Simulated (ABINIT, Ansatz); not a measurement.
# SnGeSe3 (Pm-3m): zone-centre phonons

Which modes does SnGeSe3 (Pm-3m) have at the zone centre?

Main program and level: ABINIT 10.8.3; DFT LDA, scalar-relativistic, plane waves, HGH norm-conserving pseudopotentials.

Report form: the programs' logs are mostly left out.

The structure was built from a prototype and need not be the compound's stable phase.

## Step 1: The structure

Symmetry: Pm-3m, No. 221, cubic system. Conventional cell: a = 4.920 Å, b = 4.920 Å, c = 4.920 Å, α = 90.00°, β = 90.00°, γ = 90.00°. Nearest to Sn lie 12 Se at 3.48 Å. Nearest to Ge lie 6 Se at 2.46 Å. Se has 2 Ge at 2.46 Å nearest. Farther neighbours and most contacts between anions are not listed.

As a file:

```cif
data_structure
_symmetry_space_group_name_H-M 'P 1'
_symmetry_Int_Tables_number 1
_cell_length_a 4.9196
_cell_length_b 4.9196
_cell_length_c 4.9196
_cell_angle_alpha 90.000
_cell_angle_beta 90.000
_cell_angle_gamma 90.000
_cell_volume 119.07
loop_
_atom_site_label
_atom_site_type_symbol
_atom_site_fract_x
_atom_site_fract_y
_atom_site_fract_z
_atom_site_occupancy
Sn1 Sn 0.00000 0.00000 0.00000 1
Ge2 Ge 0.50000 0.50000 0.50000 1
Se3 Se 0.50000 0.50000 0.00000 1
Se4 Se 0.50000 0.00000 0.50000 1
Se5 Se 0.00000 0.50000 0.50000 1
```

## Step 2: A probe with smearing

A first run with smearing and empty bands tells whether the crystal has a gap, which decides between fixed occupations and smearing later on.

probe.abi

```
# ground state
tolvrs 1.0d-08
prtden 1
prtwf 1

# basis, mesh and filling
ecut 20.0
ixc 7
ngkpt 4 4 4
nshiftk 1
shiftk 0.0 0.0 0.0
istwfk *1
occopt 7
tsmear 0.005
nband 20
nstep 100
diemac 9.0
prtebands 0
prtgsr 0

# cell and atoms
acell 9.296696643 9.296696643 9.296696643
rprim 
    1.0 0.0 0.0
    0.0 1.0 0.0
    0.0 0.0 1.0
ntypat 3
znucl 50 32 34
natom 5
typat 1 2 3 3 3
xred 
    0.0 0.0 0.0
    0.5 0.5 0.5
    0.5 0.5 0.0
    0.5 0.0 0.5
    0.0 0.5 0.5
pp_dirpath "./pseudo"
pseudos "Sn.hgh, Ge.hgh, Se.hgh"
```

Started as:

```
OMP_NUM_THREADS=1 mpirun -n 4 abinit probe.abi > probe.log
```

The job ended after 7.3 s (4 MPI ranks of Arm Neoverse V1, shared host).

Read from the output:

* volume per atom: 23.81 Å³
* pressure: -1.810 GPa
* gap on the k-mesh: 0 eV

No gap opens on this mesh, so smearing is kept; the printed pressure holds the stress of the finite basis too.

## Step 3: Rough relaxation

The typed start is rough, so a first relaxation with smearing and loose thresholds takes it towards rest cheaply.

prerelax.abi

```
# relaxation
ionmov 2
optcell 2
dilatmx 1.15
chkdilatmx 0
ntime 40
tolmxf 3.0d-04
tolvrs 1.0d-10
prtwf 0
prtden 0
chksymtnons 0

# basis, mesh and filling
ecut 21.0
ecutsm 3.0
ixc 7
ngkpt 4 4 4
nshiftk 1
shiftk 0.0 0.0 0.0
istwfk *1
occopt 7
tsmear 0.005
nband 20
nstep 100
diemac 1000000.0
prtebands 0
prtgsr 0

# cell and atoms
acell 9.296696643 9.296696643 9.296696643
rprim 
    1.0 0.0 0.0
    0.0 1.0 0.0
    0.0 0.0 1.0
ntypat 3
znucl 50 32 34
natom 5
typat 1 2 3 3 3
xred 
    0.0 0.0 0.0
    0.5 0.5 0.5
    0.5 0.5 0.0
    0.5 0.0 0.5
    0.0 0.5 0.5
pp_dirpath "./pseudo"
pseudos "Sn.hgh, Ge.hgh, Se.hgh"
```

Started as:

```
OMP_NUM_THREADS=1 mpirun -n 4 abinit prerelax.abi > prerelax.log
```

Wall time 30 s (4 MPI ranks).

Step by step:

```tsv
step	energy less that of the first step (eV)	largest force (eV/Å)	volume (Å³)
1	0.0000	0.0000	119.07
2	-0.0010	0.0000	118.81
3	-0.0031	0.0000	117.65
```

```tsv
conventional cell, symmetrised	before	after	change
a (Å)	4.920	4.900	-0.4 %
b (Å)	4.920	4.900	-0.4 %
c (Å)	4.920	4.900	-0.4 %
volume (Å³/atom)	23.81	23.53	-1.2 %
```

Final coordinates:

```cif
data_structure
_symmetry_space_group_name_H-M 'P 1'
_symmetry_Int_Tables_number 1
_cell_length_a 4.9000
_cell_length_b 4.9000
_cell_length_c 4.9000
_cell_angle_alpha 90.000
_cell_angle_beta 90.000
_cell_angle_gamma 90.000
_cell_volume 117.65
loop_
_atom_site_label
_atom_site_type_symbol
_atom_site_fract_x
_atom_site_fract_y
_atom_site_fract_z
_atom_site_occupancy
Sn1 Sn 0.00000 0.00000 0.00000 1
Ge2 Ge 0.50000 0.50000 0.50000 1
Se3 Se 0.50000 0.50000 0.00000 1
Se4 Se 0.50000 0.00000 0.50000 1
Se5 Se 0.00000 0.50000 0.50000 1
```

This step gave:

- volume per atom: 23.53 Å³
- pressure: 0.01149 GPa

The volume changes by -1.2 % in this run and stands -1.2 % from the first cell.

## Step 4: Relaxing the cell and atoms

The harmonic expansion needs vanishing forces, and a free crystal bears no stress, so cell and atoms are brought to rest. Stress is more sensitive to the basis than forces are: the last 3 Ha under the cutoff are smoothed with ecutsm, and the cutoff is raised above that of the later runs.

relax.abi

```
# relaxation
ionmov 2
optcell 2
dilatmx 1.08
ntime 40
tolmxf 1.0d-05
tolvrs 1.0d-14
prtwf 0
prtden 0
chksymtnons 0

# basis, mesh and filling
ecut 26.0
ecutsm 3.0
ixc 7
ngkpt 6 6 6
nshiftk 1
shiftk 0.0 0.0 0.0
istwfk *1
occopt 6
tsmear 0.01
nband 20
nstep 100
diemac 1000000.0
prtebands 0
prtgsr 0

# cell and atoms
acell 9.259671039 9.259671039 9.259671039
rprim 
    1.0 0.0 0.0
    0.0 1.0 0.0
    0.0 0.0 1.0
ntypat 3
znucl 50 32 34
natom 5
typat 1 2 3 3 3
xred 
    0.0 0.0 0.0
    0.5 0.5 0.5
    0.5 0.5 0.0
    0.5 0.0 0.5
    0.0 0.5 0.5
pp_dirpath "./pseudo"
pseudos "Sn.hgh, Ge.hgh, Se.hgh"
```

Started as:

```
OMP_NUM_THREADS=1 mpirun -n 4 abinit relax.abi > relax.log
```

It took 58 s on 4 MPI ranks; 3.9 min of CPU time.

Little changed from the start: no atom moved by 0.005 Å and no cell edge by 0.1 %.

Read from the output:

```yaml
volume_per_atom: 23.54 Å³
pressure: 1.72e-5 GPa
```

The volume changes by +0.0 % in this run and stands -1.2 % from the first cell.

## Step 5: Ground state

The response is built on these wavefunctions, so the potential is converged far more tightly than an energy would need. Smearing stays on, as the first look found no gap above 0.3 eV.

gs.abi

```
# ground state
tolvrs 1.0d-16
prtden 1
prtwf 1

# basis, mesh and filling
ecut 20.0
ixc 7
ngkpt 6 6 6
nshiftk 1
shiftk 0.0 0.0 0.0
istwfk *1
occopt 6
tsmear 0.01
nband 20
nstep 100
diemac 1000000.0
prtebands 0
prtgsr 0

# cell and atoms
acell 9.260854615 9.260854615 9.260854615
rprim 
    1.0 0.0 0.0
    0.0 1.0 0.0
    0.0 0.0 1.0
ntypat 3
znucl 50 32 34
natom 5
typat 1 2 3 3 3
xred 
    0.0 0.0 0.0
    0.5 0.5 0.5
    0.5 0.5 0.0
    0.5 0.0 0.5
    0.0 0.5 0.5
pp_dirpath "./pseudo"
pseudos "Sn.hgh, Ge.hgh, Se.hgh"
```

Started as:

```
OMP_NUM_THREADS=1 mpirun -n 4 abinit gs.abi > gs.log
```

The job ended after 16 s (4 MPI ranks).

Read from the output:

* pressure: -1.098 GPa

The cell stands at -1.1 GPa: the relaxation ran with a smoothed and higher cutoff, and the difference is a stress of the finite basis.

## Step 6: Zone-centre response

At q = 0 one unit cell holds all displacements. The response is solved for single atoms along the cell's directions, and symmetry skips those that follow from others. The crystal is treated as a metal, which screens a static field, so no field response is asked.

dfpt_gamma.abi

```

# common to the responses
getwfk_filepath "gso_WFK"
kptopt 2
nqpt 1
qpt 0.0 0.0 0.0
asr 0
chneut 0

# displacements
rfphon 1
rfatpol 1 5
rfdir 1 1 1
tolvrs 1.0d-10
prtwf 0

# basis, mesh and filling
ecut 20.0
ixc 7
ngkpt 6 6 6
nshiftk 1
shiftk 0.0 0.0 0.0
istwfk *1
occopt 6
tsmear 0.01
nband 20
nstep 100
diemac 1000000.0
prtebands 0
prtgsr 0

# cell and atoms
acell 9.260854615 9.260854615 9.260854615
rprim 
    1.0 0.0 0.0
    0.0 1.0 0.0
    0.0 0.0 1.0
ntypat 3
znucl 50 32 34
natom 5
typat 1 2 3 3 3
xred 
    0.0 0.0 0.0
    0.5 0.5 0.5
    0.5 0.5 0.0
    0.5 0.0 0.5
    0.0 0.5 0.5
pp_dirpath "./pseudo"
pseudos "Sn.hgh, Ge.hgh, Se.hgh"
```

Started as:

```
OMP_NUM_THREADS=1 mpirun -n 4 abinit dfpt_gamma.abi > dfpt_gamma.log
```

It took 2.1 min on 4 MPI ranks.

This step gave:

| Quantity | Value |
| --- | --- |
| largest acoustic frequency at the zone centre before the sum rule | 2.97 cm⁻¹ |
| highest optical zone-centre mode (no LO-TO term) | 203.5 cm⁻¹ |
| lowest optical zone-centre mode | -112.6 cm⁻¹ |

The acoustic modes at Γ come out as far as 3.0 cm⁻¹ from zero, where they should vanish, a small numerical error. The lowest optical mode is imaginary, 113i cm⁻¹, an instability at this level and on this k mesh.

## Step 7: Zone-centre analysis

anaddb reads the merged derivatives and imposes the acoustic sum rule.

anaddb.abi

```
ddb_filepath "gamma_DDB"
output_file "anaddb.abo"
outdata_prefix "anaddb"
asr 1
chneut 1
enunit 2
eivec 1
nph1l 1
qph1l 0.0 0.0 0.0 1.0
```

mrgddb.in

```
gamma_DDB
merged
2
dfpt_gammao_DDB
gso_DDB
```

Started as:

```
mrgddb < mrgddb.in > mrgddb.log
OMP_NUM_THREADS=1 anaddb anaddb.abi > anaddb.log
```

Wall time 0.51 s (1 thread).

This step gave:

* lowest optical zone-centre mode: -112.7 cm⁻¹

No LO-TO term; unit eigenvectors of the mass-weighted matrix, from anaddb's displacements. Modes at Γ, with each element's share of the kinetic energy (negative means imaginary):

```tsv
mode	frequency (cm⁻¹)	symmetry	Sn %	Ge %	Se %
1	-112.7	T1u	39	6	55
2	-112.7	T1u	39	6	55
3	-112.7	T1u	39	6	55
4	-78.5	T2u	0	0	100
5	-78.5	T2u	0	0	100
6	-78.5	T2u	0	0	100
7	-45.6	T1u	33	46	21
8	-45.6	T1u	33	46	21
9	-45.6	T1u	33	46	21
10	0.0	acoustic	28	17	55
11	0.0	acoustic	28	17	55
12	0.0	acoustic	28	17	55
13	203.5	T1u	0	31	69
14	203.5	T1u	0	31	69
15	203.5	T1u	0	31	69
```

Displacements in mode 1 (-112.7 cm⁻¹), the largest set to 1:
```
Sn1  0.00  0.00  0.98
Ge2  0.00  0.00  0.49
Se3  0.00  0.00  0.08
Se4  0.00  0.00 -1.00
Se5  0.00  0.00 -1.00
```

Displacements in mode 13 (203.5 cm⁻¹), the largest set to 1:
```
Sn1  0.00  0.00  0.03
Ge2  0.00  0.00  0.72
Se3  0.00  0.00 -1.00
Se4  0.00  0.00  0.15
Se5  0.00  0.00  0.15
```

The rule moves no optical mode by more than 0.1 cm⁻¹.

## Step 8: Sum rules set otherwise (asr 0)

Without the rule the raw error of the acoustic modes shows.

Edit anaddb.abi of step 7 so:

```diff
@@ -3,4 +3,4 @@
 outdata_prefix "anaddb"
-asr 1
-chneut 1
+asr 0
+chneut 0
 enunit 2
```

mrgddb.in is that of step 7.

Wall time 0.5 s (1 thread).

Read from the output:

```
lowest optical zone-centre mode : -112.6 cm⁻¹
```

Zone-centre frequencies as printed; negative means imaginary. Modes:

```tsv
mode	frequency (cm⁻¹)
1	-112.6
2	-112.6
3	-112.6
4	-78.4
5	-78.4
6	-78.4
7	-45.53
8	-45.53
9	-45.53
10	2.97
11	2.97
12	2.97
13	203.5
14	203.5
15	203.5
```

## Step 9: Cross-check with Ansatz

The same cell goes through another code, with its own cutoff. The potentials differ.

This step: DFT LDA, scalar-relativistic, plane waves, PseudoDojo norm-conserving pseudopotentials (Ansatz 0.2.0).

input.yaml

```yaml
crystal:
  lattice:
    - [4.9006332156, 0.0, 0.0]
    - [0.0, 4.9006332156, 0.0]
    - [0.0, 0.0, 4.9006332156]
  atoms:
    - { symbol: Sn, position: [0.0, 0.0, 0.0] }
    - { symbol: Ge, position: [0.5, 0.5, 0.5] }
    - { symbol: Se, position: [0.5, 0.5, 0.0] }
    - { symbol: Se, position: [0.5, 0.0, 0.5] }
    - { symbol: Se, position: [0.0, 0.5, 0.5] }
kpoints:
  mp_grid: { grid: [6, 6, 6] }
hamiltonian:
  xc: lda
  pseudopotentials: { kind: nc, accuracy: standard }
scf:
  occupations: { method: methfessel_paxton, width: 0.27211 }
output:
  eigenvalues: true
phonons:
  method: dfpt
```

Started as:

```
ansatz run input.yaml --threads 4 --pin off --max-ram 8192MiB --backend cpu --events-out ev --progress --plain --runs-dir out
```

Run time: 3.1 min. Hardware: 4 threads; peak memory 3.7 GiB; 12 min of CPU time.

Read from the output:

```yaml
sum_rule_residual_before_enforcement: 6.50e-4 eV/Å²
highest_optical_zone_centre_mode_no_lo_to_term: 218.2 cm⁻¹
lowest_optical_zone_centre_mode: -112.7 cm⁻¹
```

## Step 10: The two compared: ABINIT HGH and Ansatz, PseudoDojo

Worked out from the results:

```
root-mean-square difference : 7.46 cm⁻¹
largest difference          : 14.7 cm⁻¹
```

Optical modes, paired by symmetry label. Frequencies side by side, by row:

```tsv
q (reciprocal lattice)	mode	ABINIT HGH (cm⁻¹)	Ansatz, PseudoDojo (cm⁻¹)
0 0 0	1	-112.7	-112.7
0 0 0	2	-112.7	-112.7
0 0 0	3	-112.7	-112.7
0 0 0	4	-78.5	-79.7
0 0 0	5	-78.5	-79.7
0 0 0	6	-78.5	-79.7
0 0 0	7	-45.6	-43.34
0 0 0	8	-45.6	-43.34
0 0 0	9	-45.6	-43.34
0 0 0	13	203.5	218.2
0 0 0	14	203.5	218.2
0 0 0	15	203.5	218.2
```

At the zone centre the largest difference (acoustic modes at Γ apart) is 7 % of the highest mode.

## Step 11: What came out

| Item | Value |
| --- | --- |
| space group after relaxation | Pm-3m |
| volume per atom | 23.5 Å³ |
| highest optical zone-centre mode (no LO-TO term) | 203.5 cm⁻¹ |
| lowest optical zone-centre mode | -112.7 cm⁻¹ |
| imaginary optical modes at the zone centre (no q mesh in this session) | yes |
| largest difference from Ansatz, PseudoDojo | 14.7 cm⁻¹ |

**Reading.** At the LDA level the optical modes of SnGeSe3 (Pm-3m) at the zone centre run from 113i to 204 cm⁻¹, so the structure is a saddle point, with 9 modes beyond 10i cm⁻¹ there. The base run prints -1.1 GPa, mostly the error of a finite basis; the relaxation, with a smoothed and higher cutoff, had brought the cell to rest. ABINIT HGH and Ansatz, PseudoDojo differ by 7.5 cm⁻¹ in the root mean square and by 14.7 cm⁻¹ at most, 7.2 % of the highest mode compared (acoustic modes at Γ left out); the two use different potentials, and the cell was not relaxed for the second set. These are harmonic frequencies at zero temperature: anharmonic shifts and linewidths and thermal expansion are left out. The HGH files keep few electrons and have no core correction, which is cheap but rough for Ge and Sn. In a metal the frequencies hang on the k mesh and the smearing, most of all near Kohn anomalies. The structure is a hypothetical one, built on a prototype.

[Host names and launcher messages were left out of these logs when they were recorded.]

[Logs are printed without paths, hosts, clocks, repeated set-up lines and the standing remarks that a program may print on its own settings, such as how far it seeks lower states.]

[Hosts, paths, dates, database ids (printed as entryN), source tags and the programs' standing remarks are cut or masked in the printed files.]
